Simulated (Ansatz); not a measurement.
# Formation energy and levels of the antisite Cl_Br in K3BrCl2 (P-3m1)

Aim: at which Fermi levels does Cl_Br in K3BrCl2 (P-3m1) change its charge? The model is a cell of 54 host atoms with 1 Br taken out and 1 Cl put in.

Program: Ansatz 0.2.0. Level of theory: place-levels on PBEsol runs: charge-transition levels and formation energies with image-charge correction and potential alignment at the atomic sites. Results are calculated unless marked as measured.

## Step 1: Set-up

The cell holds 54 atoms: 27 K, 8 Br and 19 Cl. Cell: a = 13.448 Å, b = 13.448 Å, c = 11.001 Å, α = 90.0°, β = 90.0°, γ = 120.0°. It derives from K3BrCl2 (space group P-3m1). Nearest the centre at fractional (0.333, 0.333, 0.000): Cl28 at 0.00 Å, K9 at 3.24 Å, K20 at 3.24 Å, K27 at 3.24 Å, K26 at 3.24 Å, K3 at 3.24 Å, K2 at 3.24 Å, Br34 at 4.48 Å.

Coordinates:

```xyz
54
Lattice="13.4481 0.0000 0.0000 -6.7240 11.6464 0.0000 0.0000 0.0000 11.0008" Properties=species:S:1:pos:R:3 pbc="T T T"
K     0.0000    0.0000    5.5004
K     0.0000    2.5881    1.9516
K     2.2413    1.2940    9.0493
Br    0.0000    0.0000    0.0000
Cl    0.0000    2.5881    7.2760
Cl    2.2413    1.2940    3.7249
K    -2.2413    3.8821    5.5004
K    -2.2413    6.4702    1.9516
K     0.0000    5.1762    9.0493
Br   -2.2413    3.8821    0.0000
Cl   -2.2413    6.4702    7.2760
Cl    0.0000    5.1762    3.7249
K    -4.4827    7.7643    5.5004
K    -4.4827   10.3524    1.9516
K    -2.2413    9.0583    9.0493
Br   -4.4827    7.7643    0.0000
Cl   -4.4827   10.3524    7.2760
Cl   -2.2413    9.0583    3.7249
K     4.4827    0.0000    5.5004
K     4.4827    2.5881    1.9516
K     6.7240    1.2940    9.0493
Br    4.4827    0.0000    0.0000
Cl    4.4827    2.5881    7.2760
Cl    6.7240    1.2940    3.7249
K     2.2413    3.8821    5.5004
K     2.2413    6.4702    1.9516
K     4.4827    5.1762    9.0493
Cl    2.2413    3.8821    0.0000
Cl    2.2413    6.4702    7.2760
Cl    4.4827    5.1762    3.7249
K     0.0000    7.7643    5.5004
K     0.0000   10.3524    1.9516
K     2.2413    9.0583    9.0493
Br    0.0000    7.7643    0.0000
Cl    0.0000   10.3524    7.2760
Cl    2.2413    9.0583    3.7249
K     8.9654    0.0000    5.5004
K     8.9654    2.5881    1.9516
K    11.2067    1.2940    9.0493
Br    8.9654    0.0000    0.0000
Cl    8.9654    2.5881    7.2760
Cl   11.2067    1.2940    3.7249
K     6.7240    3.8821    5.5004
K     6.7240    6.4702    1.9516
K     8.9654    5.1762    9.0493
Br    6.7240    3.8821    0.0000
Cl    6.7240    6.4702    7.2760
Cl    8.9654    5.1762    3.7249
K     4.4827    7.7643    5.5004
K     4.4827   10.3524    1.9516
K     6.7240    9.0583    9.0493
Br    4.4827    7.7643    0.0000
Cl    4.4827   10.3524    7.2760
Cl    6.7240    9.0583    3.7249
```

The host's dielectric constants go in as inputs: 2.47 for the electrons alone, 5.30 with the ions, from a response run on this crystal (DFPT, PBEsol) at that run's own cell.

The cell's shortest repeat is 11.0 Å.

## Step 2: Charge states

A transition level is the Fermi level at which two charge states cost the same, so each charge needs its own total energy, at its own relaxed structure.

Each atom starts 0.05 Å or so off its site in a random direction: a symmetric start keeps its symmetry, and would miss off-centre moves and Jahn–Teller distortions. Forces are taken at one point at (¼, ¼, ¼). The cell holds 1 electron more than the neutral one, with a uniform background that keeps it neutral on the whole. The electron count is odd, so at least one spin is unpaired; this run locks the moment at 1 μB.

The sampling was tested on the host first: at the k-points planned (1x1x1 shifted 0.25 0.25 0.25) its energy lies 0.000 eV an atom from the dense-mesh value, under the bound of 0.02 eV set for this test; that bounds the host's error, not the defect's.

One of the inputs; charge, spin and start change from state to state.

File qm1_M1.relax/input.yaml:

```yaml
crystal:
  lattice:
    - [4.48269932, 3.0e-08, 0.0]
    - [-2.24134968, 3.88213147, 0.0]
    - [0.0, 0.0, 11.00083486]
  atoms:
    - { symbol: K, position: [0.0, 0.0, 0.5] }
    - { symbol: K, position: [0.33333333, 0.66666667, 0.17740122] }
    - { symbol: K, position: [0.66666667, 0.33333333, 0.82259878] }
    - { symbol: Br, position: [0.0, 0.0, 0.0] }
    - { symbol: Cl, position: [0.33333333, 0.66666667, 0.6614024] }
    - { symbol: Cl, position: [0.66666667, 0.33333333, 0.3385976] }
  supercell: [3, 3, 1]
  defects: [{ substitution: { at: 27, symbol: Cl } }]
total_charge: -1
basis:
  ecutwfc: 420
  xc_grid: 2
hamiltonian:
  xc: pbesol
kpoints:
  mp_grid: { grid: [1, 1, 1], shift: [0.25, 0.25, 0.25] }
magnetization:
  spin_polarized: true
  initial_magnetization: 1
  spin_locking: { lock_magnetization: hard }
scf:
  occupations: { method: fixed }
  max_iter: 60
output:
  forces: true
  charged_corrections: { epsilon: 2.47, static_epsilon: 5.3 }
relax:
  f_tol: 0.02
  max_steps: 80
  random_displacement: { amplitude: 0.05, seed: 8444 }
checkpoint:
  write: "../qm1_M1.relax.run"
  compress: false
  write_wavefunctions: true
  write_every: 100000
```

Launch:

```
$ ansatz run input.yaml --threads 4 --pin off --max-ram 14131MiB --backend cpu --events-out ev --progress --plain --runs-dir out
```

The relaxed structure is kept and the sampling changed to a 2×2×2 shifted mesh.

The run of this state that the levels use, under PBEsol:

File qm1_M1.point/input.yaml:

```yaml
crystal:
  checkpoint: "../qm1_M1.relax.run"
  host: checkpoint
total_charge: -1
basis:
  ecutwfc: 420
  xc_grid: 2
hamiltonian:
  xc: pbesol
kpoints:
  mp_grid: { grid: [2, 2, 2], shift: [0.5, 0.5, 0.5] }
magnetization:
  spin_polarized: true
  initial_magnetization: 1
  spin_locking: { lock_magnetization: hard }
scf:
  occupations: { method: fermi_dirac, width: 0.01 }
  max_iter: 60
output:
  forces: true
  eigenvalues: true
  charged_corrections:
    epsilon: 2.47
    static_epsilon: 5.3
    defect_position: [0.333333, 0.333333, 0.0]
  eigenstates: { localisation: true }
  populations: true
  efg: {}
  band_densities: [{ bands: [v1, v1] }, { bands: [c1, c1] }]
  write_density: true
  write_potential: true
  volumetric_format: npy
checkpoint:
  read: "../qm1_M1.relax.run"
  write: "../qm1_M1.point.run"
  compress: false
  write_wavefunctions: false
  write_every: 100000
```

Relaxations under PBEsol at one point at (¼, ¼, ¼); times on 4 threads of Arm Neoverse V1, shared host:

```csv
charge,moment (μB),occupations,outcome,steps,largest displacement against the far atoms (Å),time
−1,1,fixed,converged,3,0.08,2.2 min
0,0,fixed,converged,3,0.07,66 s
+1,1,fixed,converged,4,0.08,3.9 min
```

Single points under PBEsol at a 2×2×2 shifted mesh; times on 4 threads of Arm Neoverse V1, shared host:

```csv
charge,moment (μB),occupations,outcome,time
−1,1,fermi-dirac,converged,6.3 min
0,0,fermi-dirac,converged,2.7 min
+1,1,fermi-dirac,converged,6.7 min
```

Distances (Å) from Cl28 to the nearest atoms after relaxation with PBEsol:

```csv
charge,moment (μB),1.,2.,3.,4.,5.,6.
−1,1,K 3.17,K 3.17,K 3.17,K 3.17,K 3.17,K 3.17
0,0,K 3.17,K 3.17,K 3.17,K 3.17,K 3.17,K 3.17
+1,1,K 3.17,K 3.17,K 3.17,K 3.18,K 3.18,K 3.18
```

## Step 3: Levels against the band edges, PBEsol

A charged cell interacts with its images and the background, and its potential has another zero than the host's. place-levels removes the first by a point-charge model, screened by the static dielectric constant since the ions have relaxed around the charge, and the second by comparing potentials at atoms far from the defect.

The host is a run of the defect-free crystal in the same cutoffs, grids and k-points, so that basis and sampling errors cancel in part in the differences. The host is run in a cell of 6 atoms on a matching mesh. Its band edges are searched through the zone by a band path, so the gap is smaller than, or equal to, that on the mesh. Chemical potentials are energies per atom of Br (solid Br2 (Cmce)) and Cl (Cl2 molecule), run with the same functional and cutoff.

File levels.point.yaml:

```yaml
host:
  run: host.point.run
states: [qm1_M1.point.run, q0.point.run, qp1_M1.point.run]
geometry_from:
  qm1_M1.point.run: qm1_M1.relax.run
  q0.point.run: q0.relax.run
  qp1_M1.point.run: qp1_M1.relax.run
  host.point.run: host.relax.run
chemical_potentials:
  Br:
    energy: -2736.47272
    dataset: "<sha256 of the dataset>"
  Cl:
    energy: -1060.711994
    dataset: "<sha256 of the dataset>"
epsilon: 2.47
static_epsilon: 5.3
vertical:
  - { from: qm1_M1.point.run, to: qm1_M1.point_neutral.run }
  - { from: qp1_M1.point.run, to: qp1_M1.point_neutral.run }
```

Launch:

```
$ ansatz place-levels levels.point.yaml -- --threads 4 --pin off --max-ram 14131MiB
```

Numbers of over 12 decimals in the logs are rounded to 6 here.

What it wrote:

```text
[... repeated set-up lines and file paths are left out, and long positions are rounded to six places ...]
(+1/0) 0.000 eV above the valence edge (-0.399 eV without the band-filling correction), 4.541 eV under the conduction edge
(0/-1) 4.592 eV above the valence edge (+5.175 eV without the band-filling correction), in the conduction band
formation energy of charge +1: -0.511 eV with the Fermi level at the valence edge
formation energy of charge 0: -0.511 eV with the Fermi level at the valence edge
formation energy of charge -1: +4.081 eV with the Fermi level at the valence edge
vertical -1 to 0: no energy, since no alignment is typed
  the change from vertical[0].from (qm1_M1.point.run) to vertical[0].to (qm1_M1.point_neutral.run): by its potential at epsilon 2.47 it is spread over the cell along a vector, with an rms radius of about 9.2 Å (5.6 5.6 4.6 Å across the planes of the cell's [...]
vertical +1 to 0: no energy, since no alignment is typed
  the change from vertical[1].from (qp1_M1.point.run) to vertical[1].to (qp1_M1.point_neutral.run): by its potential at epsilon 2.47 it stands at 0.833 0.834 1.000, with an rms radius of about 5.4 Å (3.8 3.8 0.4 Å across the planes of the cell's vectors); [...]
  edges by pbesol, gap 4.541 eV; the host is sampled to repeats of 26.90 Å
  the defect's cells are sampled to repeats of 26.90 Å, like sampling
  charge +1: -83082.7257 eV with its correction of +0.225 eV, at epsilon 5.3, aligned at sites: -0.0971 eV, mean over 35 atomic sites at or beyond 5.50 Å from the defect at [0.3333, 0.3333, 0.0000], with +0.015399 for the charge's moments and without [...]
  states[2] (qp1_M1.point.run): levels filled in part (TS 0.007 eV): its energy is of no whole electron's
  charge 0: +0.000 eV for its dipole among its images, +0.000 omitted
  charge -1: -83075.3113 eV with its correction of +0.254 eV, at epsilon 5.3, aligned at sites: +0.0689 eV, mean over 35 atomic sites at or beyond 5.50 Å from the defect at [0.3333, 0.3333, 0.0000], with +0.000000 for the charge's moments and without [...]
  of states[2] (qp1_M1.point.run): it parts from the run at its places by a charge that spreads by about 3.8 Å along one vector (2 Å or more is wide), by its potential at epsilon 2.47, taken for that of held ions (one typed too small widens it), where the [...]
  of states[1] (q0.point.run): its displacements don't fall off away from the defect: farther atoms stand 0.011 Å off the host's places. [...]
  of states[0] (qm1_M1.point.run): it parts from the run at its places by a charge that spreads by about 5.6 Å along one vector (2 Å or more is wide), by its potential at epsilon 2.47, taken for that of held ions (one typed too small widens it), where the [...]
  of vertical[0].from (qm1_M1.point.run): its displacements don't fall off away from the defect: farther atoms stand 0.012 Å off the host's places. [...]
  of vertical[0].to (qm1_M1.point_neutral.run): its displacements don't fall off away from the defect: farther atoms stand 0.012 Å off the host's places. [...]
  vertical[1].from (qp1_M1.point.run): levels filled in part (TS 0.007 eV): its energy is of no whole electron's
  of vertical[1].from (qp1_M1.point.run): its displacements don't fall off away from the defect: farther atoms stand 0.06 Å off the host's places. [...]
  of vertical[1].to (qp1_M1.point_neutral.run): its displacements don't fall off away from the defect: farther atoms stand 0.06 Å off the host's places. [...]
```

It took 0.31 s on 4 threads of Arm Neoverse V1, shared host.

Levels between the charges placed, in eV above the valence top:

```csv
,gap (eV),(+1/0),(0/−1)
PBEsol,4.54,0.00,4.59
```

Corrections by state:

```csv
charge,moment (μB),image terms and alignment (eV),band filling (eV),ε used,"over the lowest of its charge, as the program ranks them, band filling apart (eV)"
+1,1.0,0.225,-0.399,5.30,0.000
0,0.0,0.000,-,-,0.000
−1,1.0,0.254,-0.583,5.30,0.000
```

The charged structures listed were also run neutral, and place-levels reads from each pair, by the potential or the spins, how wide the charge is by which they differ; that can be the carrier of either run.

```csv
charge,rms radius (Å),spread where it is widest against the cell (Å),wide from (Å),reading
+1,5.4,3.81,2.02,wide
−1,9.2,5.63,2.02,wide
```

The neutral runs of these pairs need not share the spin of the lowest neutral state, and very wide values only mean spread over the cell.

From the program's caveats on the states, each cut to its opening words:

- charge +1 (1 μB): it parts from the run at its places by a charge that spreads by about 3.8 Å along one vector (2 Å or more is wide), by its potential at epsilon 2.47, taken for [...]
- charge +1 (1 μB): a band-filling correction moves a carrier to the host's band edge, which changes its energy by -0.399 eV
- charge +1 (1 μB): its alignment with the host at atomic sites is doubtful: the mean over the far sites moves by +0.0660 eV from their farther parts to their nearer, more than [...]
- charge +1 (1 μB): its displacements don't fall off away from the defect: farther atoms stand 0.06 Å off the host's places
- charge 0: its displacements don't fall off away from the defect: farther atoms stand 0.011 Å off the host's places
- charge −1 (1 μB): it parts from the run at its places by a charge that spreads by about 5.6 Å along one vector (2 Å or more is wide), by its potential at epsilon 2.47, taken for [...]
- charge −1 (1 μB): a band-filling correction moves a carrier to the host's band edge, which changes its energy by -0.583 eV
- charge −1 (1 μB): its displacements don't fall off away from the defect: farther atoms stand 0.012 Å off the host's places
- charge −1 (1 μB): its moments are held at its close (magnetization.spin_locking), by a field of 0.104 eV a Bohr magneton, and its energy and levels are of the state that this [...]

Formation energies (eV), elemental references (Δμ(Br) = 0.00 eV, Δμ(Cl) = 0.00 eV):

```csv
charge,Fermi level at the valence top,at the conduction bottom
+1,-0.51,4.03
0,-0.51,-0.51
−1,4.08,-0.46
```

## Step 4: Effect of the sampling

The relaxations' own energies give the levels at their sampling, for comparison.

File levels.relax_mesh.yaml:

```yaml
host:
  run: host.relax.run
states: [qm1_M1.relax.run, q0.relax.run, qp1_M1.relax.run]
chemical_potentials:
  Br:
    energy: -2736.47272
    dataset: "<sha256 of the dataset>"
  Cl:
    energy: -1060.711994
    dataset: "<sha256 of the dataset>"
```

Launch:

```
$ ansatz place-levels levels.relax_mesh.yaml -- --threads 4 --pin off --max-ram 14131MiB
```

What it wrote:

```text
[...]
formation energy of charge +1: -0.510 eV with the Fermi level at the valence edge
formation energy of charge 0: -0.510 eV with the Fermi level at the valence edge
formation energy of charge -1: +4.083 eV with the Fermi level at the valence edge
  edges by pbesol, gap 4.542 eV; the host is sampled to repeats of 17.37 Å
[... the lines on each state left out ...]
```

It took 0.09 s on 4 threads.

Levels between neighbouring charges, in eV above the valence top:

```csv
,gap (eV),(+1/0),(0/−1)
"one point at (¼, ¼, ¼)",4.54,0.00,4.59
a 2×2×2 shifted mesh,4.54,0.00,4.59
```

Going from one point at (¼, ¼, ¼) to a 2×2×2 shifted mesh moves formation energies against the elements by up to 0.00 eV; band-filling terms, which differ between samplings, are in these energies.

## Step 5: Outcome

- gap of the host: 4.54 eV (PBEsol)
- level (plus 1/0): 0.00 eV above the valence top (-0.40 eV above the valence top without the band-filling term)
- level (0/minus 1): 4.59 eV above the valence top, past the conduction bottom (5.18 eV above the valence top without the band-filling term)
- lowest of the charges placed, just above the valence top (0.02 eV): 0
- lowest of the charges placed, just below the conduction bottom (0.02 eV): 0
- lowest formation energy at mid-gap of the charges run, elemental references: -0.51 eV

**Reading.** Of the charges placed (−1, 0 and +1), 0 is the lowest from 0.02 eV above the valence top to 0.02 eV below the conduction bottom, a gap of 4.54 eV. States placed: +1 at 1 μB; 0 at 0 μB; −1 at 1 μB. Other spin states or structures, where not listed, weren't placed. The program finds carriers beyond a band edge of the host and adds a band-filling term at charge −1 (-0.58 eV) and +1 (-0.40 eV); steps to such a charge show no bound level, and a defect level inside a band would be read the same way. The lowest formation energy (elemental references) is negative across the gap, so the defect would form by itself: these chemical potentials lie beyond what competing compounds allow, or the host is unstable against it. Going from one point at (¼, ¼, ¼) to a 2×2×2 shifted mesh moves formation energies against the elements by up to 0.00 eV; band-filling terms, which differ between samplings, are in these energies. The program doubts the alignment of potentials for at least one state, a sign that the cell is small. Keep in mind: PBEsol makes the gap too small and tends to spread out bound carriers; where a gas molecule sets a chemical potential or the host's formation energy, its binding is uncorrected.

[Logs are printed without paths, hosts, clocks, repeated set-up lines and the standing remarks that a program may print on its own settings, such as how far it seeks lower states.]

[Hosts, paths, dates, database ids (printed as entryN), source tags and the programs' standing remarks are cut or masked in the printed files.]

[Where a table of states has a column of steps, it counts the stored structures, which are thinned; the runs took as many ionic steps or more.]

[A defect's name tells the site on which it was built; relaxed atoms can leave that site.]

[For some hosts the program warned that the k-mesh of the response run may be too coarse for force constants and the static dielectric constant; such warnings are not shown here.]
